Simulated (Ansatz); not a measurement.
# What BAu2 (built on the sites of a database entry of AlAu2) distorts into

Wanted: the energy along a soft mode of BAu2 (built on the sites of a database entry of AlAu2) and the structure at the end.

Method: DFT PBEsol, scalar-relativistic, plane waves, norm-conserving pseudopotentials, in Ansatz 0.2.0.

The structure was built from a prototype and need not be the compound's stable phase.

**1. The structure**

It takes space group I4/mmm (No. 139, tetragonal). The conventional cell has a = 2.849 Å, b = 2.849 Å, c = 10.121 Å, α = 90.00°, β = 90.00°, γ = 90.00°. B has 8 Au at 2.45 Å nearest. Nearest to Au lie 4 B at 2.45 Å. Farther neighbours are not listed.

**2. Linear response at the zone centre**

The cell comes from relaxations at this level that are not shown. The zone centre is the only wavevector solved here; it holds the modes that light can see, as far as symmetry allows. No field response is asked, since the mesh shows no gap.

File input.yaml:

```yaml
crystal:
  lattice:
    - [-1.4243709866, 1.4243709866, 5.0604588237]
    - [1.4243709866, -1.4243709866, 5.0604588237]
    - [1.4243709866, 1.4243709866, -5.0604588237]
  atoms:
    - { symbol: B, position: [0.0, 0.0, 0.0] }
    - { symbol: Au, position: [0.6384293737, 0.6384293737, 0.0] }
    - { symbol: Au, position: [0.3615706263, 0.3615706263, 0.0] }
kpoints:
  mp_grid: { grid: [18, 18, 18] }
hamiltonian:
  xc: pbesol
  pseudopotentials: { kind: nc }
scf:
  occupations: { method: methfessel_paxton, width: 0.2 }
output:
  eigenvalues: true
phonons:
  method: dfpt
```

On the command line:

```bash
$ ansatz run input.yaml --threads 8 --pin off --max-ram 14336MiB --backend cpu --events-out ev --progress --plain --runs-dir out
```

Numbers of over 12 decimals in the logs are rounded to 6 here.

Log:

```text
zone centre: on kpoints.mp_grid the ground state, and the responses unless they are solved on pairs of k-points, stand on 865 of the mesh's 5832 k-points, reduced under 4 symmetry operations, with k and −k counted as one. Each operation leaves every solved displacement unchanged or reverses it
Engine: ansatz 0.2.0, aarch64-unknown-linux-gnu
Pseudopotentials: kind: nc
Pseudopotential: B, nc, valence charge 3, recommended cutoff 1034.032677 eV (normal), B.nc.azcp (PseudoDojo's, or run here from an input of PseudoDojo's: the run reads no file of this project's for it)
Pseudopotential: Au, nc, valence charge 19, recommended cutoff 1034.032677 eV (normal), Au.nc.azcp (PseudoDojo's, or run here from an input of PseudoDojo's: the run reads no file of this project's for it)
Functional definition: PBEsol
  exchange = pbesol_x
  correlation = pbesol_c
Crystal: 3 atoms, lattice volume = 41.067 Å³
Basis set: ecut = 1034.032677 eV, 3163 PW (Γ), exchange–correlation on 120×120×120 points (8 copies of the dense FFT grid, shifted against one another)
Bands: 25, of which v1, the nominal top of the filled ones, is band 21 counted from 1 (20 counted from 0)
Symmetry: 16 space group operations
k-points: 865 of 5832 (irreducible under 4 space group operations, time reversal used)
Non-local potential: B, projectors of the file, l = 0: 2, l = 1: 2
Non-local potential: Au, projectors of the file, l = 0: 2, l = 1: 2, l = 2: 2, l = 3: 1
Initial density: superposition of atomic densities (chi_scale 0.1, normalization cell, long waves kept (reshape's long-wave potential 0.03 eV rms))
Initial wavefunctions: pseudopotential atomic-orbital guess
Functional: x = pbesol(κ = 0.804, μ = 0.123457), c = pbesol(β = 0.046)
SCF iter   1: F=—  HF=-8103.120700 eV  |F-HF|=—  |Δ(HF+E_count)|=         —  Δρ=1.24e-1  dr2=1.11e1  ethr=3.10e-3  ⟨swp⟩=7.5  Hψ=104438  notcnv=0
preconditioner: auto → Kerker (q_TF=auto, 2.728 Å⁻¹)  [metal: Δε(μ)=0.001 eV  Ē_g=8.682 eV  σ=0.200 eV  W_gap=0.00  n_scr=12 (ndim 8)  ℏωp=29.0 eV  f_vac=0.000  D(μ)=1.60/eV (n_scr^D=12)]
SCF iter   2: F=—  HF=-8101.011970 eV  |F-HF|=—  |Δ(HF+E_count)|=    2.11e0  S|Δr|=    0.00e0  Δρ=3.81e-2  dr2=1.07e0  ethr=3.10e-3  ⟨swp⟩=3.5  Hψ=46207  notcnv=0  defer=26
SCF iter   3: F=—  HF=-8100.806082 eV  |F-HF|=—  |Δ(HF+E_count)|=   2.06e-1  S|Δr|=    0.00e0  Δρ=1.42e-2  dr2=1.08e-1  ethr=2.60e-3  ⟨swp⟩=2.2  Hψ=29113  notcnv=0  defer=75
SCF iter   4: F=—  HF=-8100.789440 eV  |F-HF|=—  |Δ(HF+E_count)|=   1.66e-2  S|Δr|=    0.00e0  Δρ=3.40e-3  dr2=4.30e-3  ethr=2.64e-4  ⟨swp⟩=2.1  Hψ=32140  notcnv=0  defer=73
SCF iter   5: F=—  HF=-8100.788770 eV  |F-HF|=—  |Δ(HF+E_count)|=   6.70e-4  S|Δr|=    0.00e0  Δρ=5.66e-4  dr2=3.68e-4  ethr=1.05e-5  ⟨swp⟩=2.1  Hψ=34200  notcnv=0  defer=74
SCF iter   6: F=—  HF=-8100.788707 eV  |F-HF|=—  |Δ(HF+E_count)|=   6.28e-5  S|Δr|=    0.00e0  Δρ=2.52e-4  dr2=6.06e-5  ethr=8.97e-7  ⟨swp⟩=2.5  Hψ=35553  notcnv=0  defer=74
SCF iter   7: F=—  HF=-8100.788701 eV  |F-HF|=—  |Δ(HF+E_count)|=   6.10e-6  S|Δr|=    0.00e0  Δρ=7.22e-5  dr2=1.47e-6  ethr=1.48e-7  ⟨swp⟩=2.4  Hψ=34830  notcnv=0  defer=74
SCF iter   8: F=—  HF=-8100.788710 eV  |F-HF|=—  |Δ(HF+E_count)|=   8.64e-6  S|Δr|=    0.00e0  Δρ=2.72e-5  dr2=1.40e-7  ethr=3.59e-9  ⟨swp⟩=2.4  Hψ=40759  notcnv=0  defer=74
SCF iter   9: F=—  HF=-8100.788709 eV  |F-HF|=—  |Δ(HF+E_count)|=   4.77e-8  S|Δr|=    0.00e0  Δρ=1.31e-5  dr2=3.88e-8  ethr=3.41e-10  ⟨swp⟩=3.0  Hψ=48463  notcnv=0  defer=74
SCF iter  10: F=—  HF=-8100.788709 eV  |F-HF|=—  |Δ(HF+E_count)|=   1.59e-8  S|Δr|=    0.00e0  Δρ=2.90e-6  dr2=2.08e-9  ethr=9.46e-11  ⟨swp⟩=2.6  Hψ=39773  notcnv=0  defer=74
SCF iter  11: F=—  HF=-8100.788709 eV  |F-HF|=—  |Δ(HF+E_count)|=  8.38e-10  S|Δr|=    0.00e0  Δρ=3.43e-7  dr2=3.49e-11  ethr=5.08e-12  ⟨swp⟩=2.5  Hψ=43494  notcnv=0  defer=74
SCF iter  12: F=-8100.788709 eV  HF=-8100.788709 eV  |F-HF|=5.46e-12  |Δ(HF+E_count)|=  9.09e-13  S|Δr|=    0.00e0  Δρ=1.17e-7  dr2=3.12e-12  ethr=1.00e-12  ⟨swp⟩=10.6  Hψ=140135  notcnv=0
SCF 1 converged in 12 iterations: F = -8100.788709 eV  dr2 = 3.12e-12
DFPT response loops at Γ: preconditioner auto → Kerker (q_TF=auto, 2.728 Å⁻¹) (partly filled bands, converged f_vac=0.000); β = 1.00, the filter's whole step (`scf.mixing.beta` (0.50) is not read by the response loops under this deck's `scf.mixing.preconditioner`; to damp them name `kerker` or `kerker_dos`, under which they read `scf.mixing.beta`, and type it under 1.00, their step now; both keys bind the ground state too); Broyden in place of MSR1
SCF converged after 12 iterations
Stability not checked: this state was not tested for a lower state beside it, because cold or Methfessel-Paxton smearing, or corrected tetrahedra, fill the levels in a way that the test cannot read (fill_not_monotonic; see scf.lower_state_search)
Free energy (F): -8100.788709 eV
Harris-Foulkes:  -8100.788709 eV  (|F-HF|=5.46e-12)
Internal energy: -8100.787791 eV  (E = F + TS)
E sigma→0 (E₀):  -8100.788480 eV
Entropy (-TS):   -0.000919 eV (-0.306 meV/atom)
Fermi energy:    19.666807 eV
--- Per-component energies (eV) ---
  E_band       = -448.801583
  E_kinetic    = 2357.851944
  E_local      = -5026.636430  (includes V_loc(G=0)·N_el)
  E_nonlocal   = 134.808311
  E_hartree    = 1568.018275
  E_xc         = -1398.807011
  E_vxc        = -1050.862007  (∫ρ·V_xc dr)
  E_ewald      = -5736.022880
  E_smearing   = -0.000919  (= −TS)
  E_closure    = -0.000000  (closes the sum)
  Σ components = -8100.788709   (vs F -8100.788709, Δ=0.00e0)
--- Band table (eV; the first three rows and the last of 865) ---
  k-point 0: bands = [... 17 lower, 15.2339, 15.9651, 16.3649, 18.1382, 23.3442, 23.3442, 28.1128, 29.6121]
  k-point 1: bands = [... 17 lower, 15.7365, 16.1289, 16.2804, 18.2289, 23.0582, 23.2365, 27.6576, 29.8794]
  k-point 2: bands = [... 17 lower, 15.4885, 16.0241, 17.1702, 18.4780, 22.3977, 22.9607, 26.7356, 30.3044]
  k-point 864: bands = [... 17 lower, 16.2626, 16.3809, 16.3809, 21.1395, 22.5199, 22.5199, 24.8732, 30.5239]
--- Phonons (Γ-DFPT): 4 representative perturbations + reference, on 865 of 5832 k-points (Σ response iterations 14) ---
  k mesh reduced under 4 symmetry operations, with k and −k counted as one. Each operation leaves every solved displacement unchanged or reverses it
  ASR residual: 1.497e-4 → 0.000e0 eV/Å²; symmetrization residual: 8.169e-6 eV/Å²
  ASR residual per site (eV/Å²): 1.26e-5 1.50e-4 1.50e-4
  Γ frequencies (cm⁻¹): -108.32 -108.32 -33.97 -33.97 0.00 0.00 0.00 136.71 183.75
  non-analytic LO–TO correction: not included (Born effective charges unavailable; polar crystals: no LO–TO splitting at Γ)
```

Run time: 9.5 min. Hardware: 8 threads of Arm Neoverse N1, shared host; peak memory 7.5 GiB.

In the SCF lines HF is the Harris–Foulkes energy and dr2 the Hartree energy of the density residual, in eV; the loop may stop once dr2 is under the threshold and the program's other checks hold. Hψ counts applications of the Hamiltonian.

Numbers from this step:

| Property | Result |
| --- | --- |
| volume per atom | 13.69 Å³ |
| gap on the k-mesh | 0 eV |
| sum-rule residual before enforcement | 1.50e-4 eV/Å² |
| point group | 4/mmm |
| highest optical mode at the zone centre (no LO-TO term) | 183.8 cm⁻¹ |
| lowest optical zone-centre mode | -108.3 cm⁻¹ |

Patterns of degenerate modes are one choice out of their space. Modes at Γ, with each element's share of the kinetic energy (negative means imaginary):

```tsv
mode	frequency (cm⁻¹)	symmetry	B %	Au %
1	-108.3	Eu	97	3
2	-108.3	Eu	97	3
3	-34.0	Eg	0	100
4	-34.0	Eg	0	100
5	0.0	acoustic	3	97
6	0.0	acoustic	3	97
7	0.0	acoustic	3	97
8	136.7	A1g	0	100
9	183.8	A2u	97	3
```

Displacements in mode 1 (-108.3 cm⁻¹), the largest set to 1:
```
B1   1.00  0.00  0.00
Au2 -0.03  0.00  0.00
Au3 -0.03  0.00  0.00
```

Displacements in mode 4 (-34.0 cm⁻¹), the largest set to 1:
```
B1   0.00  0.00  0.00
Au2 -1.00  0.00  0.00
Au3  1.00  0.00  0.00
```

Before it was imposed, the acoustic sum rule was missed by 1.5e-4 eV/Å². Small misses are needed for a sound result but don't prove that mesh and cutoff are converged. The lowest optical mode is imaginary, 108.3i cm⁻¹, so the energy falls along it.

**3. The mode frozen in, largest atomic shift 0 Å**

The mode followed lies at Γ with frequency 108.3i cm⁻¹ and is 2-fold degenerate, the softest among the wavevectors solved. At small amplitude the distorted cell has space group no. 44 by a symmetry search on the positions. The undistorted cell that holds it gives the zero of energy on the same k mesh.

input.yaml: that of step 2 with these lines changed.

```diff
@@ -17,4 +17,4 @@
 output:
+  forces: true
+  stress: true
   eigenvalues: true
-phonons:
-  method: dfpt
```

Log:

```text
[...]
--- Band table (eV; the first three rows and the last of 480) ---
  k-point 0: bands = [... 17 lower, 15.2339, 15.9651, 16.3648, 18.1382, 23.3442, 23.3442, 28.1128, 29.6121]
  k-point 1: bands = [... 17 lower, 15.7365, 16.1289, 16.2803, 18.2289, 23.0582, 23.2365, 27.6577, 29.8794]
  k-point 2: bands = [... 17 lower, 15.4885, 16.0241, 17.1702, 18.4780, 22.3977, 22.9607, 26.7356, 30.3044]
  k-point 479: bands = [... 17 lower, 16.2626, 16.3809, 16.3809, 21.1395, 22.5199, 22.5199, 24.8732, 30.5239]
[key lines of the parts left out:]
SCF converged after 9 iterations
Free energy (F): -8100.788709 eV
Fermi energy:    19.666799 eV
P = ⅓ Tr σ = 0.0007 GPa (0.007 kbar)
```

Wall time 21 s (8 threads); peak memory 1.3 GiB; 2.7 min of CPU time.

This step gave:

- pressure: 7.11e-4 GPa
- energy from the undistorted cell: 0 meV/atom

The run ends at a pressure of 0.00 GPa, with forces up to 2.9e-4 eV/Å.

**4. The mode frozen in, largest atomic shift 0.45 Å**

The atoms are moved along the unstable eigenvector, the largest shift by 0.45 Å, with the cell fixed.

input.yaml, the sections that differ from step 3:

```yaml
crystal:
  lattice:
    - [-1.4243709866, 1.4243709866, 5.0604588237]
    - [1.4243709866, -1.4243709866, 5.0604588237]
    - [1.4243709866, 1.4243709866, -5.0604588237]
  atoms:
    - { symbol: B, position: [0.0, -0.1579644644, -0.1579644644] }
    - { symbol: Au, position: [0.6384293737, 0.6427641089, 0.0043347352] }
    - { symbol: Au, position: [0.3615706263, 0.3659053616, 0.0043347352] }
# kpoints, hamiltonian, scf, output: as in step 3
```

Log:

```text
[...]
Crystal: 3 atoms, lattice volume = 41.067 Å³
Basis set: ecut = 1034.032677 eV, 3163 PW (Γ), FFT grids on a1+a3, a2+a3, a3, exchange–correlation on 60×60×120 points (8 copies of the dense FFT grid, shifted against one another)
Bands: 25, of which v1, the nominal top of the filled ones, is band 21 counted from 1 (20 counted from 0)
Symmetry: 4 space group operations
[...]
--- Band table (eV; the first three rows and the last of 865) ---
  k-point 0: bands = [... 17 lower, 15.5314, 15.9403, 16.2832, 17.9784, 23.3191, 23.8261, 27.6752, 29.5129]
  k-point 1: bands = [... 17 lower, 15.7346, 16.1964, 16.2039, 18.0773, 23.0319, 23.7293, 27.4219, 29.7260]
  k-point 2: bands = [... 17 lower, 15.5072, 15.9487, 17.1636, 18.3426, 22.3753, 23.4640, 26.7924, 30.0492]
  k-point 864: bands = [... 17 lower, 16.1474, 16.1907, 16.2598, 21.1210, 22.7717, 22.8449, 25.2251, 28.9466]
[key lines of the parts left out:]
SCF converged after 9 iterations
Free energy (F): -8100.810450 eV
Fermi energy:    19.679164 eV
P = ⅓ Tr σ = 6.5247 GPa (65.247 kbar)
```

Wall time 65 s (8 threads); peak memory 1.9 GiB; 8.6 min of CPU time.

This step gave:

```yaml
pressure: 6.525 GPa
energy_from_the_undistorted_cell: -7.317 meV/atom
```

The energy, extrapolated to zero smearing, is -7.32 meV/atom against the undistorted cell.

The run ends at a pressure of 6.52 GPa, with forces up to 0.64 eV/Å.

**5. Energy along the mode, all amplitudes (two of the runs are shown above)**

An imaginary frequency means negative curvature, so the energy should fall and then rise again as anharmonic terms take over.

Numbers from this step:

| Quantity | Value |
| --- | --- |
| depth at the lowest point sampled | 7.317 meV/atom |
| largest atomic shift at that point | 0.45 Å |

Table of energy from the parent by largest atomic shift:

```tsv
largest atomic shift (Å)	energy from the parent (meV/atom)
0.000	0
0.040	-0.128
0.080	-0.501
0.140	-1.46
0.220	-3.22
0.320	-5.53
0.450	-7.32
0.600	-5.85
```

Displacement at unit largest shift by atom:

```tsv
atom	x (Å)	y (Å)	z (Å)	size
B1	-1.00	0.00	0.00	1.00
Au2	0.03	0.00	0.00	0.03
Au3	0.03	0.00	0.00	0.03
```

The lowest of the steps tried is at 0.45 Å, 7.32 meV/atom below the parent; the bottom of the well need not coincide with a step.

(Part 1 of 2 ends here.)

[Logs are printed without paths, hosts, clocks, repeated set-up lines and the standing remarks that a program may print on its own settings, such as how far it seeks lower states.]

[Hosts, paths, dates, database ids (printed as entryN), source tags and the programs' standing remarks are cut or masked in the printed files.]
